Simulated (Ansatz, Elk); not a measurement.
**ScVB2: X-ray structure factors from the self-consistent density**

Structure refinements treat a crystal as free atoms side by side. For a made-up structure of ScVB2 (cell and positions from a PBEsol relaxation) the runs below show what the calculated density changes in F(hkl).

Method: DFT, PBE, all-electron APW+lo, Dirac cores, scalar-relativistic bands, static density, no spin, in Elk 11.2.3 (patched build).

This account leaves out most program logs.

The structure was built from a prototype and need not be the compound's stable phase.

## 1. Starting point

It takes space group R-3m (No. 166, trigonal). Conventional cell: a = 3.212 Å, b = 3.212 Å, c = 15.727 Å, α = 90.00°, β = 90.00°, γ = 120.00°. Nearest to V lie 6 B at 2.14 Å. Nearest to Sc lie 6 B at 2.42 Å. Nearest to B lie 3 V at 2.14 Å and 3 Sc at 2.42 Å. Farther neighbours are not listed.

Structure file:

```cif
data_structure
_symmetry_space_group_name_H-M 'R-3m:H'
_symmetry_Int_Tables_number 166
_cell_length_a 3.2117
_cell_length_b 3.2117
_cell_length_c 15.7266
_cell_angle_alpha 90.000
_cell_angle_beta 90.000
_cell_angle_gamma 120.000
_cell_volume 140.49
loop_
_atom_site_label
_atom_site_type_symbol
_atom_site_symmetry_multiplicity
_atom_site_Wyckoff_symbol
_atom_site_fract_x
_atom_site_fract_y
_atom_site_fract_z
_atom_site_occupancy
V1 V 3 a 0.00000 0.00000 0.00000 1
Sc1 Sc 3 b 0.66667 0.33333 0.83333 1
B1 B 6 c 0.33333 0.66667 0.93218 1
```

## 2. Ground state and structure factors

An all-electron density is needed, since X-rays see the cores too. Task 0 finds the density and task 195 Fourier-transforms it; tshift is off so that phases refer to the origin typed.

The input, elk.in:

```
tasks
  0
  195

xctype
  20

spinpol
  .false.

rgkmax
  7.0

gmaxvr
  14.0

lmaxo
  7

lmaxapw
  8

swidth
  0.002

tshift
  .false.

ramdisk
  .false.

hmaxvr
  5.5

maxscl
  120

epspot
  1e-06

sppath
  './'

avec
  3.03465694593 1.75206000497 9.90629801007
  -3.03465694593 1.75206000497 9.90629801007
  0.00000000000 -3.50412000892 9.90629801025

atoms
  3
  'V.in'
  1
  0.0000000000 0.0000000000 0.0000000000   0.000000 0.000000 0.000000
  'Sc.in'
  1
  0.5000000000 0.5000000000 0.5000000000   0.000000 0.000000 0.000000
  'B.in'
  2
  0.2655118606 0.2655118606 0.2655118606   0.000000 0.000000 0.000000
  0.7344881394 0.7344881394 0.7344881394   0.000000 0.000000 0.000000

ngridk
  8 8 8
```

Command:

```sh
OMP_NUM_THREADS=4 elk
```

It took 23 s on 4 threads of Intel Xeon at 2.60GHz (Ice Lake), shared host; peak memory 0.16 GiB; 70 s of CPU time.

SFACRHO.OUT:

```text

h k l indices transformed by vhmat matrix:
   1.000000000       0.000000000       0.000000000    
   0.000000000       1.000000000       0.000000000    
   0.000000000       0.000000000       1.000000000    

      h      k      l  multipl.   |H|            Re(F)            Im(F)           |F|

      0      0      0      1   0.0000000       54.000000      0.38713148E-16   54.000000    
      1      1      1      2  0.63426169       4.5968478      0.74009120E-14   4.5968478    
      0      1      0      6   1.2139424       1.3475305      0.87714513E-14   1.3475305    
      1      0      1      6   1.2679716       26.674763     -0.39745639E-14   26.674763    
     -2     -2     -2      2   1.2685234       27.452359      0.12746015E-13   27.452359    
     -2     -1     -1      6   1.4642868       35.574204      0.32618835E-13   35.574204    
      2      2      1      6   1.5957518     -0.64800367      0.98678827E-14  0.64800367    
      2      2      3      6   1.9024173       4.1021971      0.11786638E-13   4.1021971    
     -3     -3     -3      2   1.9027851      -1.6451317     -0.59070242E-13   1.6451317    
      1      0     -1      6   2.0704763       29.577088     -0.40590076E-14   29.577088    
      2      3      3      6   2.0711522       28.491649     -0.54821571E-13   28.491649    
      0      1      2     12   2.1654468       2.5050556      0.41116178E-14   2.5050556    
     -1      1     -1      6   2.4001100      0.98712197     -0.13705393E-14  0.98712197    
      0     -2      0      6   2.4278847       19.874595      0.12608961E-13   19.874595    
     -3     -2     -1     12   2.4281729       20.384719      0.46735389E-13   20.384719    
      3      3      4      6   2.4287492       21.324841     -0.52354600E-13   21.324841    
      2      0      2      6   2.5359432       25.577899     -0.52080492E-14   25.577899    
     -4     -4     -4      2   2.5370468       23.736970      0.15898255E-13   23.736970
```

Elk indexes on the primitive cell of elk.in and gives |H| = 4π sin θ/λ in inverse bohr. Below, one row stands for each form hkl of the conventional cell (m members, Friedel mates merged), F is for one primitive cell and the density is static (no thermal factor). Free-atom factors are Waasmaier and Kirfel's, and R is Σm||F|−|F'||/Σm|F|.

```csv
hkl,m,sin θ/λ (Å⁻¹),"abs F, DFT",neutral atoms,diff.
003,2,0.095,4.597,4.503,+0.094
101,6,0.183,1.347,1.358,-0.011
012,6,0.191,26.675,27.218,-0.543
006,2,0.191,27.452,28.039,-0.586
104,6,0.220,35.574,35.557,+0.017
015,6,0.240,0.648,0.429,+0.219
107,6,0.286,4.102,4.215,-0.113
009,2,0.286,1.645,1.511,+0.134
110,6,0.311,29.577,29.717,-0.140
018,6,0.311,28.492,28.596,-0.105
113,12,0.326,2.505,2.610,-0.104
021,6,0.361,0.987,1.084,-0.097
202,6,0.365,19.875,19.810,+0.064
116,12,0.365,20.385,20.326,+0.059
1 0 10,6,0.365,21.325,21.279,+0.046
024,6,0.381,25.578,25.719,-0.141
0 0 12,2,0.382,23.737,23.875,-0.138
205,6,0.393,0.151,0.255,-0.105
```

## 3. The highest occupied states alone

An energy window below the Fermi level keeps the highest occupied states, to see at which angles they scatter; shallow core shells can lie inside it and anion s states outside. No new self-consistency is needed.

Edit elk.in of step 2 so:

```diff
@@ -1,3 +1,2 @@
 tasks
-  0
   195
@@ -40,2 +39,5 @@
 
+wsfac
+  -0.254960 0.596280
+
 sppath
```

Command:

```sh
OMP_NUM_THREADS=4 elk
```

Wall time 3.9 s (4 threads); peak memory 0.17 GiB.

States within 15 eV below the Fermi level hold 14.00 electrons; any levels below the window count with the cores. Their amplitudes can exceed the total, where window and core parts have opposite phase:

```csv
hkl,sin θ/λ (Å⁻¹),"abs F, window","abs F, all"
003,0.095,3.244,4.597
101,0.183,1.137,1.347
012,0.191,0.151,26.675
006,0.191,0.060,27.452
104,0.220,2.857,35.574
015,0.240,0.306,0.648
107,0.286,0.866,4.102
009,0.286,0.246,1.645
110,0.311,1.125,29.577
018,0.311,1.084,28.492
```

## 4. Another functional

The difference from free atoms is small, so it is set against the change that LDA (Perdew-Wang) makes.

Edit elk.in of step 3 so:

```diff
@@ -1,2 +1,3 @@
 tasks
+  0
   195
@@ -4,3 +5,3 @@
 xctype
-  20
+  3
 
@@ -39,5 +40,2 @@
 
-wsfac
-  -0.254960 0.596280
-
 sppath
```

Command:

```sh
OMP_NUM_THREADS=4 elk
```

The job ended after 15 s (4 threads; peak memory 0.17 GiB).

Against the first run R = 0.12 %; the largest change is -0.026 at 202.

## 5. Basis size

A smaller basis shows how fast F responds to it; the change is likely larger than the basis error of the first run, but doesn't show convergence.

Edit elk.in of step 4 so:

```diff
@@ -5,3 +5,3 @@
 xctype
-  3
+  20
 
@@ -11,3 +11,3 @@
 rgkmax
-  7.0
+  5.5
```

Command:

```sh
OMP_NUM_THREADS=4 elk
```

Wall time 19 s (4 threads); peak memory 0.17 GiB; 54 s of CPU time.

Against the first run R = 0.06 %; the largest change is +0.027 at 0 0 15.

## 6. Basis size

The basis and the expansions that go with it are enlarged, to see whether the differences are converged.

Edit elk.in of step 5 so:

```diff
@@ -11,12 +11,12 @@
 rgkmax
-  5.5
+  8.5
 
 gmaxvr
-  14.0
+  18.0
 
 lmaxo
-  7
+  9
 
 lmaxapw
-  8
+  10
```

Command:

```sh
OMP_NUM_THREADS=4 elk
```

Run time: 60 s. Hardware: 4 threads; peak memory 0.29 GiB; 3 min of CPU time.

Against the first run R = 0.01 %; the largest change is -0.004 at 0 0 18.

## 7. Settings against the effect

```csv
run,R against the first run (%),"R against neutral atoms, low angle (%)",wall time
"PBE, rgkmax 7",0.00,1.48,23 s
LDA (Perdew-Wang),0.12,1.40,15 s
rgkmax 5.5,0.06,1.49,19 s
rgkmax 8.5 with larger expansions,0.01,1.48,60 s
```

## 8. Results

```json
{
 "R against neutral atoms, sin θ/λ < 0.3 Å⁻¹": "1.48 %",
 "R against neutral atoms, 0.3 to 0.82 Å⁻¹": "0.51 %"
}
```

In words: Independent neutral atoms miss the calculated amplitudes by R = 1.48 % below 0.3 Å⁻¹ and 0.51 % from there to 0.82 Å⁻¹; by shells, 2.04 % below 0.15 Å⁻¹ (1 form), 1.47 % 0.15 to 0.3 (7 forms), 0.70 % 0.3 to 0.45 (14 forms), 0.47 % above 0.45 (87 forms). Bonding, aspherical density and the tables' own atoms all enter these figures, and the runs don't part them. The largest change of an amplitude is -0.59 electrons, at 006. Weak lines can change much in proportion: 015 goes from 0.43 to 0.65. The window's part falls from 14.0 electrons at the origin to at most 0.32 between 0.45 and 0.82 Å⁻¹. Below 0.3 Å⁻¹ the changes that finished (LDA (Perdew-Wang), rgkmax 5.5 and rgkmax 8.5 with larger expansions) move F by R = 0.08 % at most, against the 1.48 % that separates it from free atoms. The k-mesh has no finished test. These runs have no spin, though d or f shells may be open. Part of the difference isn't bonding: the tables are fits to free atoms and ions calculated by other methods than this functional. Thermal motion, anomalous dispersion and extinction are left out.

[Logs are printed without paths, hosts, clocks, repeated set-up lines and the standing remarks that a program may print on its own settings, such as how far it seeks lower states.]

[Hosts, paths, dates, database ids (printed as entryN), source tags and the programs' standing remarks are cut or masked in the printed files.]
